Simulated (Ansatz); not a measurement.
# Na on Fe(100): change of the work function

Wanted: Δφ(θ) for Na/Fe(100), starting from the hollow site.

Main program and level: Ansatz 0.2.0; plane-wave DFT, PBE, Ansatz PAW.

Report form: the programs' logs are mostly left out.

## (1) Set-up

The cell holds 5 atoms: 5 Fe. Cell: a = 2.870 Å, b = 2.870 Å, c = 23.740 Å, α = 90.0°, β = 90.0°, γ = 90.0°. Vacuum lies along c.

## (2) The clean slab

The bare slab comes first, as the zero from which every change is counted. The two lowest layers are held at bulk places and the upper ones relax. The dipole correction removes the false field that a one-sided slab makes across the periodic vacuum, so each face gets a flat vacuum level of its own.

input.yaml

```yaml
crystal:
  lattice:
    - [2.87, 0.0, 0.0]
    - [0.0, 2.87, 0.0]
    - [0.0, 0.0, 23.74]
  atoms:
    - { symbol: Fe, position: [0.0, 0.0, 0.3791069924], spin: 2.5 }
    - { symbol: Fe, position: [0.5, 0.5, 0.4395534962], spin: 2.5 }
    - { symbol: Fe, position: [0.0, 0.0, 0.5], spin: 2.5 }
    - { symbol: Fe, position: [0.5, 0.5, 0.5604465038], spin: 2.5 }
    - { symbol: Fe, position: [0.0, 0.0, 0.6208930076], spin: 2.5 }
magnetization:
  spin_polarized: true
kpoints:
  mp_grid: { grid: [10, 10, 1] }
hamiltonian:
  xc: pbe
scf:
  occupations: { method: fermi_dirac, width: 0.1 }
  convergence: { dr2_threshold: 1.0e-08 }
efield:
  axis: 3
  dipole_correction: true
  ramp_position: 0.97
  ramp_width: 0.06
relax:
  f_tol: 0.02
  max_steps: 60
  constraints: [{ sites: [0, 1] }]
output:
  write_potential: true
  write_density: true
  volumetric_format: npy
```

Started as:

```bash
> ansatz run input.yaml --threads 4 --pin off --max-ram 12288MiB --backend cpu --events-out ev --progress --plain --runs-dir out
```

Run time: 54 s. Hardware: 4 threads of Arm Neoverse V1, shared host; peak memory 0.73 GiB; 3.5 min of CPU time.

Step by step:

```csv
step,energy less that of the first step (eV),largest force component (eV/Å)
1,0.0000,0.4526
2,-0.0150,0.2499
3,-0.0212,0.0175
```

Forces are held to the 8 operations that the run works with; a distortion that breaks them can't arise in this run.

The atoms that moved most (Å):

```csv
atom,dx,dy,dz,length
Fe5,0.000,0.000,-0.104,0.104
Fe3,0.000,0.000,-0.017,0.017
Fe4,0.000,0.000,-0.013,0.013
```

Final coordinates:

```xyz
5
Lattice="2.8700 0.0000 0.0000 0.0000 2.8700 0.0000 0.0000 0.0000 23.7400" Properties=species:S:1:pos:R:3
Fe    0.0000    0.0000    9.0000
Fe    1.4350    1.4350   10.4350
Fe    0.0000    0.0000   11.8529
Fe    1.4350    1.4350   13.2916
Fe    0.0000    0.0000   14.6355
```

Numbers from this step:

```yaml
energy_at_zero_smearing: -22399.8095 eV
total_moment: 13.22 μB
site_moments: 2.971, 2.378, 2.503, 2.306, 2.918 μB
work_function_upper_face: 3.856 eV
work_function_lower_face: 3.830 eV
dipole_along_the_normal: -0.001173 e·Å
step_between_the_vacuum_levels: 0.02578 eV
```

Running mean over 1.435 Å of the planar mean; the ramp of the sawtooth is left out. Electron's electrostatic potential energy less the Fermi level against z:

z (Å), electron's electrostatic potential energy less the Fermi level (eV) and a bar from the least value:
```
      3.0        3.8 ##############################
      3.5        3.8 ##############################
      4.0        3.8 ##############################
      4.5        3.8 ##############################
      5.0        3.8 ##############################
      5.5        3.8 ##############################
      6.0        3.8 ##############################
      6.5        3.7 ##############################
      7.0        3.4 #############################
      7.5        2.4 ###########################
      8.0       -0.9 ####################
      8.5       -5.8 ##########
      9.0       -9.0 ###
      9.5       -9.6 ##
     10.0       -9.6 ##
     10.5       -9.6 ##
     11.0       -9.7 ##
     11.5       -9.7 ##
     12.0       -9.6 ##
     12.5       -9.5 ##
     13.0       -9.6 ##
     13.5      -10.2 #
     14.0      -10.5 
     14.5       -9.8 #
     15.0       -7.1 #######
     15.5       -2.2 #################
     16.0        1.9 ##########################
     16.5        3.3 #############################
     17.0        3.7 ##############################
     17.5        3.8 ##############################
     18.0        3.8 ##############################
     18.5        3.9 ##############################
     19.0        3.9 ##############################
     19.5        3.9 ##############################
     20.0        3.9 ##############################
     20.5        3.9 ##############################
```

Site moment by atom:

```csv
atom,site moment (μB)
Fe1,2.97
Fe2,2.38
Fe3,2.50
Fe4,2.31
Fe5,2.92
```

The relaxation took 3 steps and lowered the energy by 0.021 eV; the largest force on the free atoms ends at 0.017 eV/Å.

The work function of the upper face is 3.86 eV.

## (3) The covered slab, coverage 0.25 ML

System of this step: Na/Fe(100). The cell holds 21 atoms: 20 Fe and 1 Na. Cell: a = 5.740 Å, b = 5.740 Å, c = 26.017 Å, α = 90.0°, β = 90.0°, γ = 90.0°. Vacuum lies along c.

The clean slab as it ended is repeated in the plane and the adsorbate is set on one face; the cell's size fixes the coverage, and the k-mesh shrinks with it to keep the sampling density about even. Adsorbate and upper layers relax, since the dipole depends on the height.

input.yaml

```yaml
crystal:
  lattice:
    - [5.74, 0.0, 0.0]
    - [0.0, 5.74, 0.0]
    - [0.0, 0.0, 26.0171609373]
  atoms:
    - { symbol: Fe, position: [0.0, 0.0, 0.3459255228], spin: 2.97 }
    - { symbol: Fe, position: [0.25, 0.25, 0.4010814257], spin: 2.38 }
    - { symbol: Fe, position: [0.0, 0.0, 0.455578151], spin: 2.5 }
    - { symbol: Fe, position: [0.25, 0.25, 0.5108773745], spin: 2.31 }
    - { symbol: Fe, position: [0.0, 0.0, 0.5625335051], spin: 2.92 }
    - { symbol: Fe, position: [0.0, 0.5, 0.3459255228], spin: 2.97 }
    - { symbol: Fe, position: [0.25, 0.75, 0.4010814257], spin: 2.38 }
    - { symbol: Fe, position: [0.0, 0.5, 0.455578151], spin: 2.5 }
    - { symbol: Fe, position: [0.25, 0.75, 0.5108773745], spin: 2.31 }
    - { symbol: Fe, position: [0.0, 0.5, 0.5625335051], spin: 2.92 }
    - { symbol: Fe, position: [0.5, 0.0, 0.3459255228], spin: 2.97 }
    - { symbol: Fe, position: [0.75, 0.25, 0.4010814257], spin: 2.38 }
    - { symbol: Fe, position: [0.5, 0.0, 0.455578151], spin: 2.5 }
    - { symbol: Fe, position: [0.75, 0.25, 0.5108773745], spin: 2.31 }
    - { symbol: Fe, position: [0.5, 0.0, 0.5625335051], spin: 2.92 }
    - { symbol: Fe, position: [0.5, 0.5, 0.3459255228], spin: 2.97 }
    - { symbol: Fe, position: [0.75, 0.75, 0.4010814257], spin: 2.38 }
    - { symbol: Fe, position: [0.5, 0.5, 0.455578151], spin: 2.5 }
    - { symbol: Fe, position: [0.75, 0.75, 0.5108773745], spin: 2.31 }
    - { symbol: Fe, position: [0.5, 0.5, 0.5625335051], spin: 2.92 }
    - { symbol: Na, position: [0.25, 0.25, 0.6540744772] }
magnetization:
  spin_polarized: true
kpoints:
  mp_grid: { grid: [5, 5, 1] }
hamiltonian:
  xc: pbe
scf:
  occupations: { method: fermi_dirac, width: 0.1 }
  convergence: { dr2_threshold: 1.0e-08 }
efield:
  axis: 3
  dipole_correction: true
  ramp_position: 0.97
  ramp_width: 0.06
relax:
  f_tol: 0.02
  max_steps: 60
  constraints: [{ sites: [0, 1, 5, 6, 10, 11, 15, 16] }]
output:
  bader: true
  dos: { projected: true, e_range: [-8, 4] }
  write_potential: true
  write_density: true
  volumetric_format: npy
  elf: true
```

Elapsed: 11 min, on 4 threads; peak memory 5.1 GiB.

Step by step:

```csv
step,energy less that of the first step (eV),largest force component (eV/Å)
1,0.0000,0.0854
2,-0.0035,0.0619
3,-0.0088,0.0462
4,-0.0091,0.0028
```

The run keeps the 8 symmetry operations that it works with, so distortions that break them were not tested.

The atoms that moved most (Å):

```csv
atom,dx,dy,dz,length
Na21,0.000,0.000,-0.087,0.087
Fe5,-0.024,-0.024,-0.002,0.034
Fe15,0.024,-0.024,-0.002,0.034
Fe10,-0.024,0.024,-0.002,0.034
Fe20,0.024,0.024,-0.002,0.034
Fe4,0.000,0.000,0.033,0.033
Fe19,0.000,0.000,-0.026,0.026
Fe3,0.005,0.005,0.001,0.008
```

The relaxed structure:

```
Fe Na
1.0
     5.74000    0.00000    0.00000
     0.00000    5.74000    0.00000
     0.00000    0.00000   26.01716
Fe Na
20 1
Direct
  0.00000 0.00000 0.34593
  0.25000 0.25000 0.40108
  0.00094 0.00094 0.45563
  0.25000 0.25000 0.51213
  0.99583 0.99583 0.56247
  0.00000 0.50000 0.34593
  0.25000 0.75000 0.40108
  0.00094 0.49906 0.45563
  0.25000 0.75000 0.51074
  0.99583 0.50417 0.56247
  0.50000 0.00000 0.34593
  0.75000 0.25000 0.40108
  0.49906 0.00094 0.45563
  0.75000 0.25000 0.51074
  0.50417 0.99583 0.56247
  0.50000 0.50000 0.34593
  0.75000 0.75000 0.40108
  0.49906 0.49906 0.45563
  0.75000 0.75000 0.50989
  0.50417 0.50417 0.56247
  0.25000 0.25000 0.65074
```

This step gave:

```yaml
energy_at_zero_smearing: -91086.0151 eV
total_moment: 52.26 μB
work_function_upper_face: 2.239 eV
work_function_lower_face: 3.841 eV
dipole_along_the_normal: 0.2916 e·Å
step_between_the_vacuum_levels: -1.602 eV
```

Running mean over 1.435 Å of the planar mean; the ramp of the sawtooth is left out. The electron's electrostatic potential energy less the Fermi level by z:

z (Å), electron's electrostatic potential energy less the Fermi level (eV) and a bar from the least value:
```
        4        3.8 ##############################
        5        3.8 ##############################
        6        3.8 ##############################
        7        3.4 #############################
        8       -0.9 ####################
        9       -9.0 ###
       10       -9.6 ##
       11       -9.7 ##
       12       -9.6 ##
       13       -9.6 ##
       14      -10.5 
       15       -7.0 #######
       16        1.0 ########################
       17        0.7 ########################
       18        1.7 ##########################
       19        2.1 ##########################
       20        2.2 ###########################
       21        2.2 ###########################
       22        2.2 ###########################
```

The density of states has structure finer than the step of the table below, so its rows give means over 0.25 eV, whole bins alone (the curve runs from -8 to 1.98 eV). Peaks (eV: height): total -3.220: 77.6, -2.470: 68.1, -1.440: 76.7, -1.320: 76.7, -1.140: 65.8, -1.080: 91.9, 1.440: 69.3; up -3.220: 73.6, -2.710: 47.3, -2.470: 50.2, -1.740: 46.2, -1.650: 49.6, -1.440: 51.0, -1.080: 58.2; down -1.620: 38.2, -1.350: 41.8, 1.110: 43.3, 1.440: 66.6, 1.710: 42.5, 1.890: 59.8, 1.950: 39.2.

Density of states against energy, zero at the Fermi level; means over each step; values in states/eV a cell:

```csv
energy (eV),total,up,down
-7.75,0.755,0.648,0.107
-7.50,1.30,0.620,0.678
-7.25,1.51,0.900,0.609
-7.00,1.95,0.957,0.989
-6.75,1.27,0.462,0.810
-6.50,0.712,0.274,0.438
-6.25,3.44,2.76,0.681
-6.00,3.09,0.761,2.33
-5.75,3.12,2.02,1.10
-5.50,2.10,1.17,0.931
-5.25,5.05,3.21,1.84
-5.00,3.88,2.98,0.908
-4.75,9.28,7.06,2.22
-4.50,14.9,12.7,2.21
-4.25,17.2,16.0,1.15
-4.00,22.2,18.7,3.47
-3.75,24.6,19.8,4.85
-3.50,25.2,20.2,5.00
-3.25,38.4,34.4,4.03
-3.00,25.8,20.6,5.22
-2.75,38.5,29.2,9.28
-2.50,41.4,27.0,14.4
-2.25,29.6,18.2,11.4
-2.00,27.6,19.1,8.46
-1.75,40.2,27.6,12.5
-1.50,43.8,24.6,19.1
-1.25,60.2,36.8,23.4
-1.00,61.0,35.9,25.1
-0.75,39.7,19.2,20.5
-0.50,25.7,11.7,14.0
-0.25,20.8,11.4,9.35
0.00,25.2,6.72,18.5
0.25,23.4,4.49,18.9
0.50,18.1,2.09,16.0
0.75,22.6,6.17,16.5
1.00,22.6,3.05,19.5
1.25,34.2,3.99,30.2
1.50,33.9,4.24,29.7
1.75,39.5,4.26,35.3
```

Projected DOS per atom over height of the atomic layer and energy from the Fermi level. Layers: Fe4 Fe4 Fe4 Fe4 Fe4 Na from below.

Values in states/eV, 22 rows by 6 columns, each cell a mean:
```
1.29 1.94 2.09 1.94 1.45 0.70
1.77 1.58 1.32 1.45 1.40 0.69
1.28 0.67 0.76 0.63 1.35 0.37
1.76 0.44 0.67 0.42 1.60 0.35
1.37 0.81 0.81 0.89 1.23 0.37
0.95 1.67 1.49 1.80 1.05 0.29
1.67 3.06 2.85 3.02 1.87 0.38
1.82 2.97 2.53 3.00 2.18 0.12
2.10 1.42 1.34 1.13 1.85 0.15
2.18 1.25 1.41 1.26 2.32 0.13
2.51 1.18 1.37 1.21 2.16 0.10
1.73 1.34 1.86 1.44 1.68 0.04
1.33 1.16 0.80 1.11 1.21 0.04
1.03 0.96 1.03 0.95 1.02 0.04
0.46 0.70 0.93 0.72 0.50 0.03
0.15 0.26 0.25 0.26 0.16 0.01
0.12 0.20 0.16 0.20 0.13 0.01
0.11 0.20 0.16 0.19 0.12 0.01
0.06 0.11 0.11 0.11 0.06 0.01
0.03 0.10 0.13 0.10 0.04 0.00
0.03 0.09 0.12 0.10 0.03 0.00
0.01 0.04 0.05 0.04 0.01 0.00
```
Columns: height of the atomic layer (Å) from 9 to 16.9 (not evenly spaced); rows upwards: energy from the Fermi level (eV) from -7.96 to 1.95.

Projected DOS per atom, spin up over height of the atomic layer and energy from the Fermi level. Layers: Fe4 Fe4 Fe4 Fe4 Fe4 Na from below.

Ten even steps from '_' (0.00 states/eV) to '@' (2.21 states/eV), each cell a mean:
```
__________..
__________..
____________
____________
__..::::____
..==--++..__
::@@##@@--__
==%%**%%++__
##--==::**__
##::--::%%__
@@--==--##__
##==**++**__
++==::====__
==--==--==__
..::--::..__
____________
____________
____________
____________
____________
____________
____________
```
Columns: height of the atomic layer (Å) from 9 to 16.9 (not evenly spaced); rows upwards: energy from the Fermi level (eV) from -7.96 to 1.95.

Projected DOS per atom, spin down over height of the atomic layer and energy from the Fermi level. Layers: Fe4 Fe4 Fe4 Fe4 Fe4 Na from below.

Values in states/eV, 22 rows by 6 columns, each cell a mean:
```
1.20 1.80 1.96 1.81 1.32 0.34
1.69 1.45 1.24 1.33 1.31 0.27
1.15 0.49 0.61 0.44 1.21 0.16
1.66 0.22 0.54 0.21 1.50 0.14
1.21 0.42 0.32 0.40 1.03 0.17
0.66 0.70 0.65 0.66 0.64 0.24
1.01 1.04 1.09 1.00 1.01 0.32
0.88 1.09 1.06 1.20 0.99 0.06
0.39 0.58 0.42 0.56 0.43 0.02
0.52 0.71 0.61 0.71 0.48 0.06
0.30 0.40 0.44 0.49 0.40 0.04
0.18 0.30 0.36 0.30 0.20 0.02
0.15 0.20 0.32 0.21 0.17 0.03
0.09 0.10 0.12 0.10 0.09 0.02
0.10 0.15 0.12 0.15 0.10 0.01
0.03 0.06 0.05 0.06 0.03 0.00
0.05 0.09 0.07 0.09 0.06 0.01
0.06 0.11 0.08 0.11 0.06 0.01
0.01 0.03 0.04 0.03 0.01 0.00
0.02 0.06 0.08 0.06 0.02 0.00
0.01 0.04 0.05 0.04 0.01 0.00
0.00 0.01 0.01 0.01 0.00 0.00
```
Columns: height of the atomic layer (Å) from 9 to 16.9 (not evenly spaced); rows upwards: energy from the Fermi level (eV) from -7.96 to 1.95.

Site moment by atom:

```csv
atom,site moment (μB)
Fe1,2.97
Fe2,2.38
Fe3,2.49
Fe4,2.35
Fe5,2.84
Fe6,2.97
Fe7,2.38
Fe8,2.49
Fe9,2.31
Fe10,2.84
Fe11,2.97
Fe12,2.38
Fe13,2.49
Fe14,2.31
Fe15,2.84
Fe16,2.97
Fe17,2.39
Fe18,2.49
Fe19,2.26
Fe20,2.84
Na21,-0.02
```

Spin density in the ca plane at fractional y = 0.250, with atoms of Fe and Na within 0.2 Å of it.

Ten even steps from '0' (0.0 e/Å³) to '9' (4.7 e/Å³), each cell a mean:
```
00000000000000000000000000000000000000000000
00000000000000000000000000000000000000000000
00000014300000242000000000000000000000000000
00000039610000495100000000000000000000000000
00000014300000142000000000000000000000000000
00000000000000000000000000000000000000000000
00000000000000000000000000000000000000000000
00000000000000000000000000000000000000000000
00000000000000000000000000000000000000000000
00000002100000021000000000000000000000000000
00000038510000385100000000000000000000000000
00000038510000385100000000000000000000000000
00000002100000021000000000000000000000000000
00000000000000000000000000000000000000000000
00000000000000000000000000000000000000000000
```
Columns run along c (16.0 Å, from fractional 0.30 to 0.91 of the cell), rows up along a (5.7 Å). Atoms in or near the plane, at fractional coordinates: Fe at (0.40, 0.25), Fe at (0.51, 0.25), Fe at (0.40, 0.75), Fe at (0.51, 0.75), Na at (0.65, 0.25).

Valence density in the ca plane at fractional y = 0.250, with atoms of Fe and Na within 0.2 Å of it. It is the smooth field of the valence electrons, not physical close to the nuclei.

Ten steps, logarithmic in the rise over the least value, from '0' (0 e/Å³) to '9' (28 e/Å³), each cell a mean:
```
00011111111111111111000000000000000000000000
00011124321111343211000000000000000000000000
00001268741113687411000000000000000000000000
00001379951114898511000000000000000000000000
00001268741113687311000000000000000000000000
00011134321111343211000000000000000000000000
00011111111111111111000000000000000000000000
00011111111111111111000000000000000000000000
00011112211111122111000001000000000000000000
00011246531112465311000035410000000000000000
00001379851113798511000268730000000000000000
00001379851113798511000268730000000000000000
00011246531112465311000035410000000000000000
00011112211111122111000000000000000000000000
00011111111111111111000000000000000000000000
```
Columns run along c (16.0 Å, from fractional 0.30 to 0.91 of the cell), rows up along a (5.7 Å). Atoms in or near the plane, at fractional coordinates: Fe at (0.40, 0.25), Fe at (0.51, 0.25), Fe at (0.40, 0.75), Fe at (0.51, 0.75), Na at (0.65, 0.25).

ELF in the ca plane at fractional y = 0.250, with atoms of Fe and Na within 0.2 Å of it. It is the smooth field of the valence electrons, not physical close to the nuclei.

Ten even steps from '0' (0.00) to '9' (0.84), each cell a mean:
```
23344432234443222444333332222221100000000000
33444222223432222234433333322211000000000000
34543257632422576324443332221100000000000000
34542269841322798313443322211100000000000000
34543257632422576224443332221100000000000000
33444222223432222234433333322211000000000000
23344432234443322444333332222221100000000000
22334433344344333444333210000122210000000000
23344321223443212344443101100013321000000000
34443235422432354224441146630012321000000000
34542269841322698313440264561002331000000000
34542269841322698313440264561002331000000000
34443235422432354224441146630012321000000000
23344321124443212344443001100013321000000000
22334443344334333444333210000122210000000000
```
Columns run along c (16.0 Å, from fractional 0.30 to 0.91 of the cell), rows up along a (5.7 Å). Atoms in or near the plane, at fractional coordinates: Fe at (0.40, 0.25), Fe at (0.51, 0.25), Fe at (0.40, 0.75), Fe at (0.51, 0.75), Na at (0.65, 0.25).

The relaxation took 4 steps and lowered the energy by 0.0091 eV; the largest force on the free atoms ends at 0.0028 eV/Å.

By hand: a sheet of dipoles makes a step −p/(ε₀A) in the electron's potential. With e/ε₀ = 180.95 V·Å, p = 0.2916 e·Å and A = 32.95 Å², that is −180.95 × (0.2916) / 32.95 = -1.602 eV, and the two vacuum levels of the run differ by -1.602 eV.

The covered face has 2.24 eV, -1.62 eV against the clean one; the bare back face has moved by +0.01 eV, a measure of how thin the slab is.

(Continued in part 2 of 3.)

[Logs are printed without paths, hosts, clocks, repeated set-up lines and the standing remarks that a program may print on its own settings, such as how far it seeks lower states.]

[Hosts, paths, dates, database ids (printed as entryN), source tags and the programs' standing remarks are cut or masked in the printed files.]

[Maps of the electrostatic potential energy from Ansatz leave out the sawtooth potential of an applied field or a dipole correction, so their vacuum need not be flat; planar profiles and work functions include it.]

[The density of states shown here was stored with 400 of the rows of the run's finer table, so its peaks can read low, often by over a quarter, or be missed, and its means over a window can be off by a tenth or more.]
